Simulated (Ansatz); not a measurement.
An input for Ansatz 0.2.0 (SnO2 (Cassiterite)):

```yaml
crystal:
  lattice:
    - [4.738, 0.0, 0.0]
    - [0.0, 4.738, 0.0]
    - [0.0, 0.0, 3.1865]
  atoms:
    - { symbol: Sn, position: [0.0, 0.0, 0.0] }
    - { symbol: Sn, position: [0.5, 0.5, 0.5] }
    - { symbol: O, position: [0.3071, 0.3071, 0.0] }
    - { symbol: O, position: [0.1929, 0.8071, 0.5] }
    - { symbol: O, position: [0.6929, 0.6929, 0.0] }
    - { symbol: O, position: [0.8071, 0.1929, 0.5] }
kpoints:
  mp_grid: { grid: [4, 4, 4] }
hamiltonian:
  xc: { exchange: pbe, correlation: pbe, exx: { coeff: 0.15 } }
scf:
  occupations: { method: fixed }
gw:
  n_empty_bands: 298
  ecut_chi: 150.0
  qp_bands: [v2, c2]
  qp_kpoints: band_edges
  screening: { model: contour_deformation }
```

```sh
ansatz run input.yaml --threads 2 --pin off --max-ram 92160MiB --backend cuda --events-out ev --progress --plain --runs-dir out --devices 1 --max-vram 13GiB  # rebuilt from the run's record
```

How long will it take on 1 × NVIDIA H100 80GB HBM3 (shared by 6 runs) with 2 threads of AMD EPYC 7R13 (Zen 3), shared host, and how much memory?

It took 32 s; on shared hardware allow 16 s to 64 s. Peak host memory was 1.8 GiB. The sizes that set the cost: 1411 plane waves a state, 18 irreducible k points, 324 bands summed, 315 plane waves in the screening and 10 SCF cycles.

The screening grows as filled bands × empty bands × pairs of k points, times the square of the screening basis for the matrix.

[Paths, hosts, dates, memory and timing lines, banners, echoed tables and standing remarks are left out of the program output.]

[Logs are printed without paths, hosts, clocks, repeated set-up lines and the standing remarks that a program may print on its own settings, such as how far it seeks lower states.]

[Runs of the session that timed out or met a known fault of the program may be left out.]

[Cells called generated may have been cut or substituted from an entry of the Crystallography Open Database or the Materials Project.]

[Hosts, paths, dates, database ids (printed as entryN), source tags and the programs' standing remarks are cut or masked in the printed files.]
